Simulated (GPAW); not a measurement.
# H/Rh(111): work function by functional and basis, part 3 of 3

How far do functional and basis move the work function of H/Rh(111)?

GPAW 26.7.0; GPAW, PAW setups; slab in vacuum, relaxation (the session's first sound run).

So far, upper work function (eV): step 2 (relaxing the atoms, PBE, GPAW) 5.14; step 6 (self-consistent run: xc = "vdW-DF2", GPAW, PAW setups, GPAW) 5.46; step 7 (self-consistent run: xc = "LDA") 5.41; step 8 (OptPBE vdW: xc = "optPBE-vdW", GPAW, PAW setups, GPAW) 5.34; step 9 (real-space grid: mode = "fd", PBE, GPAW) 5.14.

### 10. Atomic orbitals: mode = "lcao"

Atom-centred orbitals end a few angstrom from the surface, which tests how much the density's tail matters.

run.py reads:

```python
import json
import numpy as np
from ase import Atoms
from gpaw import GPAW

slab = Atoms(
    ['Rh', 'Rh', 'Rh', 'Rh', 'H'],
    positions=[
        [0.00000, 0.00000, 9.00000],
        [1.34350, 0.77567, 11.19393],
        [2.68701, 1.55134, 13.39897],
        [-0.00000, -0.00000, 15.66122],
        [1.34350, 0.77567, 16.65386]],
    cell=[[2.68701, 0.0, 0.0], [1.3435, 2.32702, 0.0], [0.0, 0.0, 25.34745]],
    pbc=[True, True, False])

slab.calc = GPAW(mode='lcao', basis='dzp', h=0.18, xc='PBE', kpts={'size': (13, 13, 1), 'gamma': True},
                 occupations={'name': 'fermi-dirac', 'width': 0.1}, nbands='120%',
                 convergence={'density': 1e-05}, maxiter=200,
                 poissonsolver={'dipolelayer': 'xy'},
                 symmetry={'tolerance': 1e-3}, txt='slab.txt')
result = {}
energy = slab.get_potential_energy()
fermi = slab.calc.get_fermi_level()
v = slab.calc.get_electrostatic_potential().mean((0, 1)) - fermi
n = slab.calc.get_pseudo_density().mean((0, 1))
L = slab.cell[2, 2]
z = np.arange(len(v)) * L / len(v)
low, high = slab.positions[:, 2].min(), slab.positions[:, 2].max()
below, above = np.interp([low - 6.8, high + 6.8], z, v)
slopes = [np.interp(x, z, np.gradient(v, z)) for x in (low - 6.8, high + 6.8)]
eps = np.array([[slab.calc.get_eigenvalues(k, s) for k in range(len(slab.calc.get_ibz_k_points()))]
                for s in range(slab.calc.get_number_of_spins())]) - fermi
top, bottom = eps[eps < 0].max(), eps[eps > 0].min()
dipole = slab.get_dipole_moment()[2]
print(f'energy {energy:.4f} eV, Fermi level {fermi:.4f} eV, dipole {dipole:.5f} e A')
print(f'potential 6.8 A off the faces, from the Fermi level: lower {below:.4f} eV, upper {above:.4f} eV')
print(f'slope of the potential there: lower {slopes[0]:.5f}, upper {slopes[1]:.5f} eV/A')
print(f'nearest levels on the mesh: {top:.4f} and {bottom:.4f} eV')
print('magnetic moment', round(slab.get_magnetic_moment(), 3))
result.update(energy=energy, fermi=fermi, dipole=dipole, below=below, above=above, slopes=slopes, edges=[top, bottom],
              z=z.tolist(), v=v.tolist(), n=n.tolist(), positions=slab.positions.tolist(),
              forces=slab.get_forces(apply_constraint=False).tolist(), moments=slab.get_magnetic_moments().tolist())
json.dump(result, open('result.json', 'w'))
```

Started as:

```bash
$ OMP_NUM_THREADS=1 OPENBLAS_NUM_THREADS=1 python run.py
```

The program printed:

```text
energy -29.9519 eV, Fermi level -5.1695 eV, dipole -0.00004 e A
potential 6.8 A off the faces, from the Fermi level: lower 5.1718 eV, upper 5.1673 eV
slope of the potential there: lower -0.00000, upper -0.00000 eV/A
nearest levels on the mesh: -0.0194 and 0.0139 eV
magnetic moment 0.0
```

It took 20 min on 1 thread of Arm Neoverse V2, shared host; peak memory 0.32 GiB.

Numbers from this step:

- dipole along the normal: -3.72e-5 e·Å
- levels nearest the Fermi level on the mesh: -0.01939, 0.01395 eV from the Fermi level
- upper work function: 5.167 eV
- lower work function: 5.172 eV

The upper face's work function is 5.167 eV, against 5.138 eV in the first plane-wave PBE run at this geometry.

### 11. Cost and result by level

Times are for 1 thread of Arm Neoverse V2, shared host. Results by setting:

```
no.         run  upper work function (eV)  lower work function (eV)     time  memory (GiB)
  1          pw                     5.138                     5.147  3.5 min          0.25
  2      revPBE                     5.032                     4.997  2.5 min          0.25
  3        RPBE                     5.024                     4.973  2.7 min          0.25
  4     vdW DF2                     5.459                     5.434  5.2 min          0.39
  5         LDA                     5.410                     5.532  2.7 min          0.25
  6  optPBE vdW                     5.340                     5.307    3 min          0.39
  7          fd                     5.139                     5.148  8.4 min          0.67
  8        lcao                     5.167                     5.172   20 min          0.32
```

### 12. Side by side

Results and costs are gathered.

This step: comparison of work functions, dipole and cost (GPAW 26.7.0).

Ladder, by row:

```
      step  code  work function, upper (eV)  work function, lower (eV)  dipole (e Å)  wall time (s)  peak memory (GiB)  threads
        pw  GPAW                      5.138                      5.147       3.10e-5          210.4               0.25        1
    revPBE  GPAW                      5.032                      4.997     -0.001518          152.5               0.25        1
      RPBE  GPAW                      5.024                      4.973     -0.002066          162.1               0.25        1
   vdW-DF2  GPAW                      5.459                      5.434     -0.001162          313.9               0.39        1
       LDA  GPAW                       5.41                      5.532      0.003932            160               0.25        1
optPBE-vdW  GPAW                       5.34                      5.307     -0.001437          182.8               0.39        1
        fd  GPAW                      5.139                      5.148       1.22e-4          501.2               0.67        1
      lcao  GPAW                      5.167                      5.172      -3.72e-5           1218               0.32        1
```

### 13. A changed run

One more run, with changed settings.

This step: GPAW, PAW setups; slab in vacuum (GPAW 26.7.0).

Changes to run.py since step 10:

```diff
@@ -3,3 +3,3 @@
 from ase import Atoms
-from gpaw import GPAW
+from gpaw import GPAW, PW
 
@@ -16,5 +16,5 @@
 
-slab.calc = GPAW(mode='lcao', basis='dzp', h=0.18, xc='PBE', kpts={'size': (13, 13, 1), 'gamma': True},
-                 occupations={'name': 'fermi-dirac', 'width': 0.1}, nbands='120%',
-                 convergence={'density': 1e-05}, maxiter=200,
+slab.calc = GPAW(mode=PW(500), xc='PBE', kpts={'size': (13, 13, 1), 'gamma': True},
+                 occupations={'name': 'fermi-dirac', 'width': 0.1}, nbands='160%',
+                 convergence={'density': 1e-05}, maxiter=6,
                  poissonsolver={'dipolelayer': 'xy'},
```

The program printed:

```text
gpaw.KohnShamConvergenceError
```

The job ended after 39 s (1 thread; peak memory 0.25 GiB).

The run stopped without converging, so none of its numbers is a property of the system.

The fault put into the input: too few SCF iterations (maxiter = 6).

### 14. Outcome

| Property | Result |
| --- | --- |
| work function, upper and lower face | 5.138 and 5.147 eV |
| dipole along the normal | 3.1e-5 e Å, near the numerical noise |

**Reading.** With plane waves and PBE the work function is 5.14 eV on the upper face and 5.15 eV on the lower. Over the sound runs of the table the upper face's work function spans 5.024 (RPBE) to 5.459 eV (vdW-DF2). The cell of 6.25 Å² holds one H, started on one chosen site; other sites and coverages weren't tried. The in-plane lattice was kept as typed, which isn't the functional's own and leaves some strain; spin-orbit coupling and temperature are left out.

[Logs are printed without paths, hosts, clocks, repeated set-up lines and the standing remarks that a program may print on its own settings, such as how far it seeks lower states.]

[Hosts, paths, dates, database ids (printed as entryN), source tags and the programs' standing remarks are cut or masked in the printed files.]
